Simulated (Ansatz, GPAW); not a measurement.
# Dielectric function and optical constants of NaTaS2 (model structure), part 2 of 3

Aim: the dielectric function of NaTaS2 (model structure), and the optical constants that follow from it. The structure is a model built here, which may or may not match a known phase. It was built so: All Li replaced by Na and V replaced by Ta in the P-3m1 structure of LiVS2. The cell is first relaxed with Ansatz.

GPAW 26.7.0; DFT, LDA, plane-wave PAW (GPAW data sets), scalar-relativistic, RPA, optical limit.

So far: The starting structure; Relaxation.

## Step 3: Ground state

First the ground state: is it a metal or has it a gap?

This step: DFT, LDA, plane-wave PAW (GPAW data sets), scalar-relativistic, ground state (GPAW 26.7.0).

Contents of gs.py:

```python
from ase import Atoms
from ase.dft.bandgap import bandgap
from gpaw import GPAW, PW, FermiDirac

atoms = Atoms(['Ta', 'S', 'S', 'Na'],
              cell=[[3.34610753, 0.00000000, 0.00000000],
                    [-1.67305376, 2.89781412, 0.00000000],
                    [0.00000000, 0.00000000, 7.04479322]],
              scaled_positions=[[1.00000000, 0.00000000, 0.00000000],
                                [0.66666667, 0.33333333, 0.78043282],
                                [0.33333333, 0.66666667, 0.21956718],
                                [0.00000000, 0.00000000, 0.50000000]],
              pbc=[True, True, True])
atoms.calc = GPAW(mode=PW(450), xc='LDA', kpts={'size': (8, 8, 3), 'gamma': True},
                  occupations=FermiDirac(0.05), maxiter=150, txt='gs.txt')
print('energy (eV)', atoms.get_potential_energy())
print('Fermi level (eV)', atoms.calc.get_fermi_level())
print('valence electrons', atoms.calc.get_number_of_electrons())
print('gap (eV)', bandgap(atoms.calc, output=None)[0])
print('direct gap (eV)', bandgap(atoms.calc, direct=True, output=None)[0])
atoms.calc.write('gs.gpw')
```

The run is started by

```sh
OMP_NUM_THREADS=1 python gs.py
```

Numbers of over 12 decimals in the logs are rounded to 6 here.

The program printed:

```text
__  _  _
 | _ |_)|_||  |
 |__||  | ||/\| - 26.7.0

Versions:
  Python: 3.12.14
  ASE:    3.29.0
  Numpy:  2.5.5
  Scipy:  1.18.1
  Libxc:  7.0.0

Input parameters:
  mode=PW(ecut=450.000000),
  kpts=MonkhorstPack(size=(8, 8, 3), gamma=True),
  maxiter=150,
  occupations=Occupations(name='fermi-dirac', width=0.05, fixmagmom=False),
  xc=XC(name='LDA')

Diagonalizing LCAO Hamiltonian
Converting LCAO to pw mode

            S

       Na
         S

               Ta

Atoms  # Å, Bohr magnetons
|   | symbol |         x |        y |        z |    initial magnetic moments |
| 0 |     Ta |  3.346108 | 0.000000 | 0.000000 | ( 0.0000,  0.0000,  0.0000) |
| 1 |      S |  1.673054 | 0.965938 | 5.497988 | ( 0.0000,  0.0000,  0.0000) |
| 2 |      S | -0.000000 | 1.931876 | 1.546805 | ( 0.0000,  0.0000,  0.0000) |
| 3 |     Na |  0.000000 | 0.000000 | 3.522397 | ( 0.0000,  0.0000,  0.0000) |

Unit cell  # Å
| periodic |         x |        y |        z |  lengths |     angles |
|      yes |  3.346108 | 0.000000 | 0.000000 | 3.346108 |  90.000000 |
|      yes | -1.673054 | 2.897814 | 0.000000 | 3.346108 |  90.000000 |
|      yes |  0.000000 | 0.000000 | 7.044793 | 7.044793 | 120.000000 |

Number of symmetries: 2
Symmetry operations  # r_c * U_cc + t_c -> r_c
|   | kind |            matrix            |
| 0 |  E   |  1, 0, 0,  0, 1, 0,  0, 0, 1 |
| 1 |  i   | -1, 0, 0,  0,-1, 0,  0, 0,-1 |

BZ-sampling:
  Number of BZ points: 192
  Number of IBZ points: 98

  Monkhorst-Pack size: [8, 8, 3]
  Monkhorst-Pack shift: [0.0625, 0.0625, 0.0]

K-points  # in reciprocal-cell coordinates
|     |                                coordinates |     weight |
|   0 | (  0.00000000,   0.00000000,   0.00000000) | 0.00520833 |
|   1 | (  0.00000000,   0.00000000,   0.33333333) | 0.01041667 |
|   2 | (  0.00000000,   0.12500000,  -0.33333333) | 0.01041667 |
|   3 | (  0.00000000,   0.12500000,   0.00000000) | 0.01041667 |
|   4 | (  0.00000000,   0.12500000,   0.33333333) | 0.01041667 |
|   5 | (  0.00000000,   0.25000000,  -0.33333333) | 0.01041667 |
|   6 | (  0.00000000,   0.25000000,   0.00000000) | 0.01041667 |
|   7 | (  0.00000000,   0.25000000,   0.33333333) | 0.01041667 |
|   8 | (  0.00000000,   0.37500000,  -0.33333333) | 0.01041667 |
|   9 | (  0.00000000,   0.37500000,   0.00000000) | 0.01041667 |
| ... |                                            |            |
|  97 | (  0.50000000,   0.50000000,   0.33333333) | 0.01041667 |

Plane wave coefficients: 1492
Cutoff: 450.000000 eV

Spin-components: 1 (collinear spins)
Bands:           24
Projectors:      21
Spin-degeneracy: 2
Datatype:        complex128

Parallelization:
  kpt:    1
  domain: 1
  band:   1

Density:
  Valence electrons: 32.0
  Components: 1
  Grid points: [18 18 35]
  Charge: 0.0  # |e|

Potential:
  Grid points: [18 18 35]

species:
  Ta:
    name:    Tantalum
    id:
    Z:       73.0
    valence: 13
    core:    60
    charge:  0.0  # [|e|]
    compensation charges:
      type: gauss
      rc: 0.42  # [Å]
      lmax: 2
    cutoffs:
      filter: 2.36  # [Å]
      core: 3.45  # [Å]
    projectors
    | kind |    occ | energy [eV] | rcut [Å] |
    |   5s |  2.000 |     -72.979 |    1.365 |
    |   6s |  2.000 |      -5.599 |    1.365 |
    |   5p |  6.000 |     -39.590 |    1.349 |
    |   6p |  0.000 |      -1.483 |    1.349 |
    |   5d |  3.000 |      -3.794 |    1.307 |
    |    d |        |      23.417 |    1.307 |

    Using partial waves for Ta as LCAO basis

  S:
    name:    Sulfur
    id:
    Z:       16.0
    valence: 6
    core:    10
    charge:  0.0  # [|e|]
    compensation charges:
      type: gauss
      rc: 0.24  # [Å]
      lmax: 2
    cutoffs:
      filter: 1.77  # [Å]
      core: 1.66  # [Å]
    projectors
    | kind |    occ | energy [eV] | rcut [Å] |
    |   3s |  2.000 |     -17.278 |    0.974 |
    |   3p |  4.000 |      -7.106 |    0.979 |
    |    s |        |       9.933 |    0.974 |
    |    p |        |      20.105 |    0.979 |
    |    d |        |       0.000 |    0.900 |

    Using partial waves for S as LCAO basis

  Na:
    name:    Sodium
    id:
    Z:       11.0
    valence: 7
    core:    4
    charge:  0.0  # [|e|]
    compensation charges:
      type: gauss
      rc: 0.37  # [Å]
      lmax: 2
    cutoffs:
      filter: 2.17  # [Å]
      core: 2.59  # [Å]
    projectors
    | kind |    occ | energy [eV] | rcut [Å] |
    |   3s |  1.000 |      -2.819 |    1.201 |
    |   2p |  6.000 |     -28.826 |    1.217 |
    |   3p |  0.000 |      -0.774 |    1.217 |
    |    s |        |      24.392 |    1.201 |
    |    d |        |       0.000 |    1.238 |

    Using partial waves for Na as LCAO basis

Reference energy: -449970.196013  # eV

eigensolver:
  PPCG
  Converge bands: occupied
  niter=2

density mixing:
  MSR1-Mixer
  Pratt-step length: 0.05
  Maximum mixing coefficient: 0.75
  Old densities: 10
  SVD Regularization: 0.005
  Good broyden scale: 1.0
  Trust region scale: 1.0
  Backstep threshold: 4.0
  History deletion threshold: 6.0
  Fourier metric: weight=20.0, sigma=0.015

occupation numbers:
  Fermi-Dirac:
    width: 0.0500  # eV

poisson solver:
  ecut: 3600.000000  # eV

xc functional:
  name: None

convergence criteria:
- Maximum [total energy] change in last 3 cyles: 0.0005 eV / valence electron
- Maximum integral of absolute [dens]ity change: 0.0001 electrons / valence electron
- Maximum integral of absolute [eigenst]ate change: 4e-08 eV^2 / valence electron
maximum number of iterations: 150

SCF iterations
|iter     |      energy | eigst |  dens |
|iter:   1||  -26.775673 | +0.25 |       |
|iter:   2||  -26.695995 | -1.74 | -1.23 |
|iter:   3||  -26.345147 | -1.44 | -1.27 |
|iter:   4||  -26.339477 | -1.95 | -1.71 |
|iter:   5||  -26.318869 | -2.56 | -1.91 |
|iter:   6||  -26.318002 | -3.60 | -2.23 |
|iter:   7||  -26.318019c| -5.30 | -3.13 |
|iter:   8||  -26.318020c| -6.65 | -3.87 |
|iter:   9||  -26.318020c| -8.01c| -4.55c|

Converged in 9 steps
SCF loop duration: 58.606 s (6.512 s/step)
Energy contributions relative to reference atoms: (reference = -449970.196013)

Energy contributions:
  Kinetic:          25.571322
  Coulomb:         -24.023434
  Zero:             -0.286725
  External:          0.000000
  Xc:              -27.571999
  Entropy:          -0.014366
  Spinorbit:         0.000000
  ----------------------------
  Free energy:     -26.325203
  Extrapolated:    -26.318020

dipole moment: (-7.585257, -13.138050, -25.303791)  # |e|*Ang

Fermi level: 8.176
Eigenvalues  # (at kpt = [0.000, 0.000, 0.000])
| band index |      eig [eV] | occ [0-2] |
|          0 |       -60.432 |     2.000 |
|        ... |               |           |
|         10 |         3.949 |     2.000 |
|         11 |         3.949 |     2.000 |
|         12 |         4.634 |     2.000 |
|         13 |         6.679 |     2.000 |
|         14 |         6.679 |     2.000 |
|         15 |         6.877 |     2.000 |
|         16 |         7.997 |     1.946 |
|         17 |         7.997 |     1.946 |
|         18 |        10.950 |     0.000 |
|         19 |        11.240 |     0.000 |
|         20 |        11.240 |     0.000 |
|         21 |        12.680 |     0.000 |
|         22 |        14.979 |     0.000 |
|         23 |        17.772 |     0.000 |

No gap
No difference between direct/indirect transitions

--- standard output ---
energy (eV) -26.318020
Fermi level (eV) 8.175808
valence electrons 32.0
gap (eV) 0.0
direct gap (eV) 0.0
```

Elapsed: 62 s, on 1 thread of Arm Neoverse V2, shared host; peak memory 0.23 GiB.

This step gave:

```
energy       : -26.32 eV
Fermi energy : 8.176 eV
electrons    : 32
```

There are states at the Fermi level within the smearing, so the occupations stay smeared and the carriers get a Drude term.

## Step 4: Bands for the response

At the fixed density, many empty bands are solved on the mesh of the response, since the spectrum sums over them.

This step: DFT, LDA, plane-wave PAW (GPAW data sets), scalar-relativistic, bands at fixed density (GPAW 26.7.0).

Contents of nscf.py:

```python
from ase.dft.bandgap import bandgap
from gpaw import GPAW, FermiDirac

calc = GPAW('gs.gpw').fixed_density(kpts={'size': (12, 12, 6), 'gamma': True}, nbands=56, convergence={'bands': 50},
                                    occupations=FermiDirac(0.05), txt='nscf.txt')
print('gap (eV)', bandgap(calc, output=None)[0])
print('direct gap (eV)', bandgap(calc, direct=True, output=None)[0])
print('top band over the Fermi level (eV)', min(calc.get_eigenvalues(kpt=k)[49] for k in range(len(calc.get_ibz_k_points()))) - calc.get_fermi_level())
calc.write('full.gpw', mode='all')
```

The run is started by

```sh
OMP_NUM_THREADS=1 python nscf.py
```

The program printed:

```text
Diagonalizing LCAO Hamiltonian
Converting LCAO to pw mode
convergence criteria:
- Maximum integral of absolute [eigenst]ate change: 4e-08 eV^2 / valence electron
maximum number of iterations: 150

SCF iterations
|iter     |      energy | eigst |  dens |
|iter:   1||             | +3.33 |       |
|iter:   2||             | +2.14 |       |
|iter:   3||             | +1.05 |       |
|iter:   4||             | -0.16 |       |
|iter:   5||             | -1.09 |       |
|iter:   6||             | -2.17 |       |
|iter:   7||             | -3.06 |       |
|iter:   8||             | -4.13 |       |
|iter:   9||             | -5.01 |       |
|iter:  10||             | -6.06 |       |
|iter:  11||             | -6.87 |       |
|iter:  12||             | -7.43c|       |
SCF steps: 12
  __  _  _
 | _ |_)|_||  |
 |__||  | ||/\| - 26.7.0

Versions:
  Python: 3.12.14
  ASE:    3.29.0
  Numpy:  2.5.5
  Scipy:  1.18.1
  Libxc:  7.0.0

Input parameters:
  mode=PW(ecut=450.000000),
  convergence={'bands': 50},
  gpts=array([18, 18, 35]),
  kpts=MonkhorstPack(size=(12, 12, 6), gamma=True),
  maxiter=150,
  nbands=56,
  occupations=Occupations(name='fermi-dirac', width=0.05, fixmagmom=False),
  parallel={},
  xc=XC(name='LDA')

--- standard output ---
gap (eV) 0.0
direct gap (eV) 0.0
top band over the Fermi level (eV) 25.705926
```

The job ended after 13 min (1 thread; peak memory 0.93 GiB).

## Step 5: Dielectric function, RPA

Local fields let the induced charge screen the field inside the cell, which as a rule lowers ε, most along directions where the density is uneven.

This step: DFT, LDA, plane-wave PAW (GPAW data sets), scalar-relativistic, RPA, optical limit (GPAW 26.7.0).

Contents of df.py:

```python
from gpaw.response.df import DielectricFunction

df = DielectricFunction('full.gpw', frequencies={'type': 'nonlinear', 'domega0': 0.03, 'omega2': 8},
                        ecut=30,
                        eta=0.15,
                        nbands=50,
                        rate=0.2,
                        txt='df.txt')
for direction in ['x', 'z']:
    df.get_dielectric_function(xc='RPA', direction=direction, filename=f'df_{direction}.csv')
```

The run is started by

```sh
OMP_NUM_THREADS=1 python df.py
```

The program printed:

```text
Using integrator: PointIntegrator
NonLinearFrequencyDescriptor(from 0.000 to 98.221 eV, 539 points)
Nonperiodic BCs:  [False False False]
Using integrator: PointIntegrator
NonLinearFrequencyDescriptor(from 0.000 to 98.221 eV, 539 points)
Nonperiodic BCs:  [False False False]
Using integrator: PointIntegrator

Calculating chi0 body with:
    Ground state adapter containing:
    Number of spins: 1
    Number of kpoints: 864
    Number of irreducible kpoints: 436
    Number of completely occupied states: 15
    Number of partially occupied states: 18

    Linear response parametrization:
    q_c: [0.0, 0.0, 0.0]
    Number of frequency points: 539
    Planewave cutoff: 30.0
    Number of bands: 50
    Number of planewaves: 25
    Broadening (eta): 0.15

Integrating chi0 body.

Symmetries of q_c:
    Direct symmetries (Uq -> q): 2
    Indirect symmetries (TUq -> q): 0
In total 2 allowed symmetries.

436 groups of equivalent kpoints. 49.537037% reduction.

Integral kind: spectral function

Calculating chi0 optical extensions with:
    Ground state adapter containing:
    Number of spins: 1
    Number of kpoints: 864
    Number of irreducible kpoints: 436
    Number of completely occupied states: 15
    Number of partially occupied states: 18

    Linear response parametrization:
    Number of frequency points: 539
    Planewave cutoff: 30.0
    Number of bands: 50
    Number of planewaves: 25
    Broadening (eta): 0.15
Integrating chi0 head and wings.

Symmetries of q_c:
    Direct symmetries (Uq -> q): 2
    Indirect symmetries (TUq -> q): 0
In total 2 allowed symmetries.

436 groups of equivalent kpoints. 49.537037% reduction.

Integral kind: spectral function wings

Calculating drude chi0 with:
    Number of frequency points:539
    Plasma frequency decay rate: 0.2 eV

    Ground state adapter containing:
    Number of spins: 1
    Number of kpoints: 864
    Number of irreducible kpoints: 436
    Number of completely occupied states: 15
    Number of partially occupied states: 18

Symmetries of q_c:
    Direct symmetries (Uq -> q): 2
    Indirect symmetries (TUq -> q): 0
In total 2 allowed symmetries.

436 groups of equivalent kpoints. 49.537037% reduction.

Integral kind: intraband
Plasma frequency:
[[4.6 +0.j 0.01-0.j 0.  +0.j]
 [0.01-0.j 4.6 -0.j 0.  +0.j]
 [0.  +0.j 0.  +0.j 1.91+0.j]]
```

Elapsed: 2.5 min, on 1 thread; peak memory 0.35 GiB.

Numbers from this step:

```
centre of weight of the strongest loss peak in the window : 20.70 eV
```

Some rows of df_x.csv (energy; Re and Im without local fields; Re and Im with them):

```text
0.000000, 619.298583, 0.000000, 619.044830, 0.000000
0.555532, -51.159392, 80.483475, -51.463073, 80.596770
1.143969, -18.363352, 16.601684, -18.779467, 16.689922
1.768324, -4.519443, 5.419790, -5.031466, 5.394211
2.431988, 0.939161, 4.146719, 0.513263, 4.015439
3.138794, 2.315267, 2.977045, 1.882367, 2.915072
3.893091, 4.921651, 3.237971, 4.359122, 3.166784
4.699832, 6.296944, 4.836662, 5.566565, 4.632558
5.564682, 4.878490, 8.551044, 4.231869, 7.619550
6.494155, 1.156118, 8.519172, 1.377618, 7.691740
7.495775, -1.090308, 6.300594, -0.924340, 5.985080
8.578281, -0.482242, 4.534146, -0.608374, 4.119306
9.751884, -0.838066, 4.179234, -0.848573, 3.543087
11.028587, -1.135679, 2.773361, -0.980798, 2.165143
12.422601, -1.255398, 2.136034, -0.687073, 1.801244
13.950874, -0.839610, 1.534125, -0.321391, 1.323979
15.633783, -0.819016, 1.007070, -0.310636, 1.188732
17.496047, -0.452593, 0.454844, -0.186358, 0.738644
19.567954, -0.024747, 0.236466, 0.021335, 0.442360
21.887015, 0.235903, 0.149577, 0.204767, 0.335559
24.500258, 0.465490, 0.098795, 0.385264, 0.223386
```

(Continued in part 3 of 3.)

[Machine, clock and banner lines and Python warnings are left out of the logs.]

[Logs are printed without paths, hosts, clocks, repeated set-up lines and the standing remarks that a program may print on its own settings, such as how far it seeks lower states.]

[Hosts, paths, dates, database ids (printed as entryN), source tags and the programs' standing remarks are cut or masked in the printed files.]
